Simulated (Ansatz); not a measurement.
# Si2Mo (I4/mmm): modes against uniaxial strain along c, part 2 of 2

Aim: how do the optical modes of Si2Mo (I4/mmm) shift and split under this strain?

Ansatz 0.2.0; DFT PBEsol, scalar-relativistic, plane waves, PAW; PAW set soft_1.

So far, highest optical mode at the zone centre (no LO-TO term) (cm⁻¹): step 4 (zone-centre response at rest) 438.

The database entry behind the starting cell is an old determination (1927), so it need not match the best structure at ambient conditions.

## (5) Relaxation of a member: uniaxial strain of +4 % along c

The cell takes a uniaxial strain of +4 % along c. The strained length and the angles are held, while the rest of the cell and the atoms relax.

Input file input.yaml:

```yaml
crystal:
  lattice:
    - [-1.5869683166, 1.5869683166, 4.0666959875]
    - [1.5869683166, -1.5869683166, 4.0666959875]
    - [1.5869683166, 1.5869683166, -4.0666959875]
  atoms:
    - { symbol: Si, position: [0.3358944051, 0.3358944051, 0.0] }
    - { symbol: Si, position: [0.6641055949, 0.6641055949, 0.0] }
    - { symbol: Mo, position: [0.0, 0.0, 0.0] }
  conventional_axes: [[0, 1, 1], [1, 0, 1], [1, 1, 0]]
kpoints:
  mp_grid: { grid: [20, 20, 20] }
hamiltonian:
  xc: pbesol
  pseudopotentials: { kind: paw, azcp: { folder: soft_1 }, xc_functional: pbe }
scf:
  occupations: { method: methfessel_paxton, width: 0.2 }
output:
  forces: true
  stress: true
  eigenvalues: true
relax:
  adjacent_minimum: "off"
  f_tol: 0.001
  max_steps: 60
  cell: { stress_tol: 0.01, fix: [c, angles] }
```

Started as:

```bash
ansatz run input.yaml --threads 4 --pin off --max-ram 10240MiB --backend cpu --events-out ev --progress --plain --runs-dir out
```

Numbers of over 12 decimals in the logs are rounded to 6 here.

The log of the run:

```text
[...]
Crystal: 3 atoms, lattice volume = 40.967 Å³
Basis set: ecut = 420 eV, 793 PW (Γ), FFT grids on a1+a3, a2+a3, a3, exchange–correlation on 48×48×64 points (8 copies of the dense FFT grid, shifted against one another)
Bands: 15, of which v1, the nominal top of the filled ones, is band 11 counted from 1 (10 counted from 0)
Symmetry: 16 space group operations
[...]
--- Relaxed structure (5 steps of the walk, 5 accepted, 1 SCFs on fresh bases) ---
[...]
cell:  # Å, volume = 40.8283 Å³
    - [-1.584272, 1.584272, 4.0666959875]
    - [1.584272, -1.584272, 4.0666959875]
    - [1.584272, 1.584272, -4.0666959875]
  atoms:
    - { symbol: Si, position: [0.336236, 0.336236, 0] }
    - { symbol: Si, position: [0.663764, 0.663764, 0] }
    - { symbol: Mo, position: [0, 0, 0] }
[key lines of the parts left out:]
SCF converged after 5 iterations
Free energy (F): -6142.213903 eV
Fermi energy:    15.699309 eV
P = ⅓ Tr σ = -5.4806 GPa (-54.806 kbar)
```

Elapsed: 30 s, on 4 threads of Arm Neoverse V1, shared host; peak memory 0.65 GiB; 1.9 min of CPU time.

The steps of the relaxation:

| step | energy less that of the first step (eV) | largest force component (eV/Å) | pressure (GPa) | volume (Å³) |
| --- | --- | --- | --- | --- |
| 1 | 0.0000 | 0.0490 | -6.21 | 40.97 |
| 2 | -0.0005 | 0.0047 | -5.17 | 40.76 |
| 3 | -0.0005 | 0.0075 | -5.47 | 40.82 |
| 4 | -0.0005 | 0.0012 | -5.47 | 40.83 |
| 5 | -0.0005 | 0.0000 | -5.48 | 40.83 |
| 6* | -0.0005 | 0.0000 | -5.48 | 40.83 |

Relaxation steps marked * repeat the geometry before them on a plane-wave basis chosen anew for their cell, so energy and pressure can jump there.

The run keeps the 16 symmetry operations that it works with, so distortions that break them were not tested.

| conventional cell, symmetrised | before | after | change |
| --- | --- | --- | --- |
| a (Å) | 3.174 | 3.169 | -0.2 % |
| b (Å) | 3.174 | 3.169 | -0.2 % |
| c (Å) | 8.133 | 8.133 | -0.0 % |
| volume (Å³/atom) | 13.66 | 13.61 | -0.3 % |

The relaxed structure:

```xyz
3
Lattice="-1.5843 1.5843 4.0667 1.5843 -1.5843 4.0667 1.5843 1.5843 -4.0667" Properties=species:S:1:pos:R:3 pbc="T T T"
Si    0.0000    0.0000    2.7347
Si    0.0000    0.0000    5.3987
Mo    0.0000    0.0000    0.0000
```

Numbers from this step:

```yaml
pressure: -5.481 GPa
volume_per_atom: 13.61 Å³
```

The largest force component left is 0.013 meV/Å.

## (6) Modes of this member: uniaxial strain of +4 % along c

The zone-centre modes follow for uniaxial strain of +4 % along c.

input.yaml, the sections that differ from step 5:

```yaml
crystal:
  lattice:
    - [-1.584271804, 1.584271804, 4.0666959875]
    - [1.584271804, -1.584271804, 4.0666959875]
    - [1.584271804, 1.584271804, -4.0666959875]
  atoms:
    - { symbol: Si, position: [0.3362356789, 0.3362356789, 0.0] }
    - { symbol: Si, position: [0.6637643211, 0.6637643211, 0.0] }
    - { symbol: Mo, position: [0.0, 0.0, 0.0] }
output:
  eigenvalues: true
phonons:
  method: dfpt
# kpoints, hamiltonian, scf: as in step 5
# relax: removed
```

The log of the run:

```text
[...]
Crystal: 3 atoms, lattice volume = 40.828 Å³
Basis set: ecut = 420 eV, 793 PW (Γ), exchange–correlation on 64×64×64 points (8 copies of the dense FFT grid, shifted against one another)
Bands: 15, of which v1, the nominal top of the filled ones, is band 11 counted from 1 (10 counted from 0)
Symmetry: 16 space group operations
k-points: 1166 of 8000 (irreducible under 4 space group operations, time reversal used)
[...]
SCF iter   1: F=—  HF=-6143.493897 eV  |F-HF|=—  |Δ(HF+E_count)|=         —  Δρ=9.33e-2  dr2=5.40e0  ethr=3.10e-3  ⟨swp⟩=5.3  Hψ=99730  notcnv=0
[...]
SCF iter   9: F=-6142.213903 eV  HF=-6142.213903 eV  |F-HF|=0.00e0  |Δ(HF+E_count)|=  3.37e-11  S|Δr|=    0.00e0  Δρ=9.21e-8  dr2=3.86e-12  ethr=1.00e-12  ⟨swp⟩=5.2  Hψ=71028  notcnv=0
[...]
SCF 1 converged in 9 iterations: F = -6142.213903 eV  dr2 = 3.86e-12
[...]
SCF converged after 9 iterations
[...]
Free energy (F): -6142.213903 eV
[...]
Internal energy: -6142.215012 eV  (E = F + TS)
E sigma→0 (E₀):  -6142.214180 eV
Entropy (-TS):   0.001109 eV (0.370 meV/atom)
Fermi energy:    15.699309 eV
Step filling:    the computed levels leave a gap of 0.0000 eV = 0.0 smearing widths at the electron count; against every level under it full and every level over it empty, smearing changes F+E_penalty+E_count by +0.332 meV and its σ→0 estimate by +0.055 meV
[...]
--- Band table (eV; the first three rows and the last of 1166) ---
  k-point 0: bands = [... 7 lower, 12.5063, 13.2648, 13.2648, 16.1915, 18.9179, 19.0096, 19.3282, 19.3572]
  k-point 1: bands = [... 7 lower, 12.5311, 13.0495, 13.4595, 15.8899, 18.6395, 19.0287, 19.1096, 19.3852]
  k-point 2: bands = [... 7 lower, 12.5150, 12.6070, 13.8331, 15.1405, 18.1159, 19.0064, 19.1674, 19.4509]
  k-point 1165: bands = [... 7 lower, 13.4840, 15.0078, 15.0078, 15.4836, 15.4836, 16.2873, 19.4925, 20.3681]
[...]
ASR residual: 4.954e-5 → 0.000e0 eV/Å²; symmetrization residual: 1.780e-6 eV/Å²
  ASR residual per site (eV/Å²): 2.60e-5 2.60e-5 4.95e-5
  Γ frequencies (cm⁻¹): 0.00 0.00 0.00 273.79 274.24 274.24 321.74 321.74 385.38
[...]
```

Elapsed: 92 s, on 4 threads; peak memory 2.1 GiB; 5.9 min of CPU time.

Numbers from this step:

| Quantity | Value |
| --- | --- |
| sum-rule residual before enforcement | 4.95e-5 eV/Å² |
| highest optical mode at the zone centre (no LO-TO term) | 385.4 cm⁻¹ |
| lowest optical zone-centre mode | 273.8 cm⁻¹ |

Patterns of degenerate modes are one choice out of their space. Modes at Γ, with each element's share of the kinetic energy:

| mode | frequency (cm⁻¹) | symmetry | Si % | Mo % |
| --- | --- | --- | --- | --- |
| 1 | 0.0 | acoustic | 37 | 63 |
| 2 | 0.0 | acoustic | 37 | 63 |
| 3 | 0.0 | acoustic | 37 | 63 |
| 4 | 273.8 | A2u | 63 | 37 |
| 5 | 274.2 | Eu | 63 | 37 |
| 6 | 274.2 | Eu | 63 | 37 |
| 7 | 321.7 | Eg | 100 | 0 |
| 8 | 321.7 | Eg | 100 | 0 |
| 9 | 385.4 | A1g | 100 | 0 |

Displacements in mode 4 (273.8 cm⁻¹), the largest set to 1:
```
Si1  0.00  0.00 -1.00
Si2  0.00  0.00 -1.00
Mo3  0.00  0.00  0.59
```

Displacements in mode 5 (274.2 cm⁻¹), the largest set to 1:
```
Si1 -1.00  0.08  0.00
Si2 -1.00  0.08  0.00
Mo3  0.59 -0.05  0.00
```

The lowest optical mode is real, 274 cm⁻¹, and the highest lies at 385.4 cm⁻¹.

For the highest optical mode at the zone centre (no LO-TO term), step 4 gave 438 cm⁻¹; this run, with strain 4 %, gives 385 cm⁻¹ (-12 %).

## (7) A member of the series: uniaxial strain of -4 % along c

The cell takes a uniaxial strain of -4 % along c. The strained length and the angles are held, while the rest of the cell and the atoms relax.

input.yaml, the sections that differ from step 6:

```yaml
crystal:
  lattice:
    - [-1.6040284718, 1.6040284718, 3.7538732194]
    - [1.6040284718, -1.6040284718, 3.7538732194]
    - [1.6040284718, 1.6040284718, -3.7538732194]
  atoms:
    - { symbol: Si, position: [0.3346816684, 0.3346816684, 0.0] }
    - { symbol: Si, position: [0.6653183316, 0.6653183316, 0.0] }
    - { symbol: Mo, position: [0.0, 0.0, 0.0] }
  conventional_axes: [[0, 1, 1], [1, 0, 1], [1, 1, 0]]
output:
  forces: true
  stress: true
  eigenvalues: true
relax:
  adjacent_minimum: "off"
  f_tol: 0.001
  max_steps: 60
  cell: { stress_tol: 0.01, fix: [c, angles] }
# kpoints, hamiltonian, scf: as in step 6
# phonons: removed
```

The log of the run:

```text
[...]
Crystal: 3 atoms, lattice volume = 38.633 Å³
Basis set: ecut = 420 eV, 761 PW (Γ), exchange–correlation on 60×60×60 points (8 copies of the dense FFT grid, shifted against one another)
Bands: 15, of which v1, the nominal top of the filled ones, is band 11 counted from 1 (10 counted from 0)
Symmetry: 16 space group operations
[...]
k-points: 641 of 8000
[...]
--- Relaxed structure (3 steps of the walk, 3 accepted, 1 SCFs on fresh bases) ---
[...]
cell:  # Å, volume = 38.7819 Å³
    - [-1.607106, 1.607106, 3.7538732194]
    - [1.607106, -1.607106, 3.7538732194]
    - [1.607106, 1.607106, -3.7538732194]
  atoms:
    - { symbol: Si, position: [0.334620, 0.334620, 0] }
    - { symbol: Si, position: [0.665380, 0.665380, 0] }
    - { symbol: Mo, position: [0, 0, 0] }
[key lines of the parts left out:]
SCF converged after 5 iterations
Free energy (F): -6142.190169 eV
Fermi energy:    16.396473 eV
P = ⅓ Tr σ = 7.6970 GPa (76.970 kbar)
```

Run time: 22 s. Hardware: 4 threads; peak memory 0.65 GiB; 87 s of CPU time.

The steps of the relaxation:

| step | energy less that of the first step (eV) | largest force component (eV/Å) | pressure (GPa) | volume (Å³) |
| --- | --- | --- | --- | --- |
| 1 | 0.0000 | 0.0192 | 8.59 | 38.63 |
| 2 | -0.0005 | 0.0030 | 7.46 | 38.82 |
| 3 | -0.0005 | 0.0005 | 7.70 | 38.78 |
| 4* | -0.0005 | 0.0006 | 7.70 | 38.78 |

Relaxation steps marked * repeat the geometry before them on a plane-wave basis chosen anew for their cell, so energy and pressure can jump there.

The run keeps the 16 symmetry operations that it works with, so distortions that break them were not tested.

| conventional cell, symmetrised | before | after | change |
| --- | --- | --- | --- |
| a (Å) | 3.208 | 3.214 | +0.2 % |
| b (Å) | 3.208 | 3.214 | +0.2 % |
| c (Å) | 7.508 | 7.508 | +0.0 % |
| volume (Å³/atom) | 12.88 | 12.93 | +0.4 % |

The relaxed structure:

```xyz
3
Lattice="-1.6071 1.6071 3.7539 1.6071 -1.6071 3.7539 1.6071 1.6071 -3.7539" Properties=species:S:1:pos:R:3 pbc="T T T"
Si    0.0000    0.0000    2.5122
Si    0.0000    0.0000    4.9955
Mo    0.0000    0.0000    0.0000
```

Numbers from this step:

| Item | Value |
| --- | --- |
| pressure | 7.697 GPa |
| volume per atom | 12.93 Å³ |

The largest force component left is 0.55 meV/Å.

## (8) Zone-centre modes of the member: uniaxial strain of -4 % along c

The zone-centre modes follow for uniaxial strain of -4 % along c.

input.yaml, the sections that differ from step 7:

```yaml
crystal:
  lattice:
    - [-1.6071059246, 1.6071059246, 3.7538732194]
    - [1.6071059246, -1.6071059246, 3.7538732194]
    - [1.6071059246, 1.6071059246, -3.7538732194]
  atoms:
    - { symbol: Si, position: [0.3346200016, 0.3346200016, 0.0] }
    - { symbol: Si, position: [0.6653799984, 0.6653799984, 0.0] }
    - { symbol: Mo, position: [0.0, 0.0, 0.0] }
output:
  eigenvalues: true
phonons:
  method: dfpt
# kpoints, hamiltonian, scf: as in step 7
# relax: removed
```

The log of the run:

```text
[...]
Crystal: 3 atoms, lattice volume = 38.782 Å³
Basis set: ecut = 420 eV, 761 PW (Γ), exchange–correlation on 60×60×60 points (8 copies of the dense FFT grid, shifted against one another)
Bands: 15, of which v1, the nominal top of the filled ones, is band 11 counted from 1 (10 counted from 0)
Symmetry: 16 space group operations
k-points: 1166 of 8000 (irreducible under 4 space group operations, time reversal used)
[...]
k-point 2: bands = [... 7 lower, 12.8945, 13.4402, 15.0707, 15.5784, 19.0656, 19.6534, 20.0041, 20.1929]
  k-point 1165: bands = [... 7 lower, 14.1560, 15.7445, 15.7445, 15.9668, 15.9668, 16.8752, 22.2694, 22.3256]
[...]
ASR residual: 3.935e-5 → 0.000e0 eV/Å²; symmetrization residual: 5.238e-6 eV/Å²
  ASR residual per site (eV/Å²): 3.94e-5 3.94e-5 1.99e-5
  Γ frequencies (cm⁻¹): 0.00 0.00 0.00 279.16 279.16 337.44 337.44 369.81 499.19
[...]
[key lines of the parts left out:]
SCF converged after 9 iterations
Free energy (F): -6142.190169 eV
Fermi energy:    16.396473 eV
```

The job ended after 83 s (4 threads; peak memory 2 GiB).

This step gave:

```
sum-rule residual before enforcement                    : 3.94e-5 eV/Å²
highest optical mode at the zone centre (no LO-TO term) : 499.2 cm⁻¹
lowest optical zone-centre mode                         : 279.2 cm⁻¹
```

Patterns of degenerate modes are one choice out of their space. The modes at Γ (shares of kinetic energy by element, %):

| mode | frequency (cm⁻¹) | symmetry | Si % | Mo % |
| --- | --- | --- | --- | --- |
| 1 | 0.0 | acoustic | 37 | 63 |
| 2 | 0.0 | acoustic | 37 | 63 |
| 3 | 0.0 | acoustic | 37 | 63 |
| 4 | 279.2 | Eu | 63 | 37 |
| 5 | 279.2 | Eu | 63 | 37 |
| 6 | 337.4 | Eg | 100 | 0 |
| 7 | 337.4 | Eg | 100 | 0 |
| 8 | 369.8 | A2u | 63 | 37 |
| 9 | 499.2 | A1g | 100 | 0 |

The lowest optical mode is real, 279 cm⁻¹, and the highest lies at 499.2 cm⁻¹.

Between step 4 and this run (strain -4 %) the value for the highest optical mode at the zone centre (no LO-TO term) moves from 438 cm⁻¹ to 499 cm⁻¹ (+14 %).

## (9) The series together

The members are set side by side, also those not shown above.

Stress is positive in compression; energies are extrapolated to zero smearing, and E0 is that at rest; the edges not held and the atoms are relaxed in each cell; all runs use 20×20×20 k points and Methfessel-Paxton smearing of 0.2 eV. State of the crystal along the series:

| strain (%) | stress along the axis (GPa) | free strain along a (%) | free strain along b (%) | E - E0 (meV/atom) |
| --- | --- | --- | --- | --- |
| -4 | 23.1 | 0.7434 | 0.7434 | 36.61 |
| -3 | 16.63 | 0.5504 | 0.5504 | 19.99 |
| -2 | 10.64 | 0.3628 | 0.3628 | 8.626 |
| -1 | 5.109 | 0.1795 | 0.1795 | 2.099 |
| 0 | 0.004909 | 0 | 0 | 0 |
| 1 | -4.693 | -0.176 | -0.176 | 1.949 |
| 2 | -9.008 | -0.3486 | -0.3486 | 7.596 |
| 3 | -12.93 | -0.519 | -0.519 | 16.61 |
| 4 | -16.44 | -0.688 | -0.688 | 28.67 |

Optical modes are counted from below at rest and tracked from member to member by their patterns, and modes that stay within 0.3 cm⁻¹ of each other stand once; labels, where given, are those at rest; the edges not held and the atoms are relaxed in each cell; all runs use 20×20×20 k points and Methfessel-Paxton smearing of 0.2 eV. Optical modes along the series:

| strain (%) | optical mode 1 Eu (cm⁻¹) | optical mode 2 A2u (cm⁻¹) | optical mode 3 Eg (cm⁻¹) | optical mode 4 A1g (cm⁻¹) |
| --- | --- | --- | --- | --- |
| -4 | 279.2 | 369.8 | 337.4 | 499.2 |
| -3 | 279.2 | 356.4 | 337.1 | 482.5 |
| -2 | 278.9 | 343.4 | 336.2 | 466.8 |
| -1 | 278.5 | 330.8 | 334.8 | 451.9 |
| 0 | 277.9 | 318.6 | 333 | 437.7 |
| 1 | 277.1 | 306.8 | 330.8 | 424.3 |
| 2 | 276.2 | 295.4 | 328.1 | 411.2 |
| 3 | 275.3 | 284.4 | 325.1 | 398.3 |
| 4 | 274.2 | 273.8 | 321.7 | 385.4 |

Value and slope at zero strain of a cubic (a lower polynomial where under five rows exist) through the rows within 2 % of rest. Slopes at rest:

| mode | frequency (cm⁻¹) | shift per percent of strain (cm⁻¹) | shift per GPa of compressive stress (cm⁻¹) |
| --- | --- | --- | --- |
| optical mode 1 Eu | 277.9 | -0.69 | 0.14 |
| optical mode 2 A2u | 318.6 | -12.01 | 2.45 |
| optical mode 3 Eg | 333 | -2.04 | 0.42 |
| optical mode 4 A1g | 437.7 | -13.77 | 2.81 |

## (10) What came out

| Item | Value |
| --- | --- |
| members | 9 |
| highest optical mode at the zone centre (no LO-TO term), at rest | 437.7 cm⁻¹ |
| Young’s modulus along c | 490 GPa |
| optical mode 1 Eu, shift per percent | -0.69 cm⁻¹ |
| optical mode 2 A2u, shift per percent | -12.01 cm⁻¹ |
| optical mode 3 Eg, shift per percent | -2.04 cm⁻¹ |
| optical mode 4 A1g, shift per percent | -13.77 cm⁻¹ |

**Reading.** The stress changes by 4.90 GPa for each percent, a Young’s modulus of 490 GPa along c. For each percent the free edge responds with -0.18 %. The fastest shift in the table of slopes is -13.8 cm⁻¹ for each percent (optical mode 4 A1g), or 2.8 cm⁻¹ for each GPa of compressive stress. For small strain, the measured shift of a line that Raman or infrared light can see, divided by its slope, estimates the stress, if the state of stress is of this kind. These are harmonic frequencies at zero temperature: anharmonic shifts, linewidths and thermal expansion are left out. With no gap, or one that is small against the smearing, the frequencies hang on the k mesh and the smearing, most of all near Kohn anomalies. The PAW files were made for PBE; the program adapts parts of them to the functional of the run, but their partial waves stay those of PBE, an approximation that was not tested in this session. Only the zone centre was solved, so an instability at another wavevector cannot show here.

[Logs are printed without paths, hosts, clocks, repeated set-up lines and the standing remarks that a program may print on its own settings, such as how far it seeks lower states.]

[Hosts, paths, dates, database ids (printed as entryN), source tags and the programs' standing remarks are cut or masked in the printed files.]
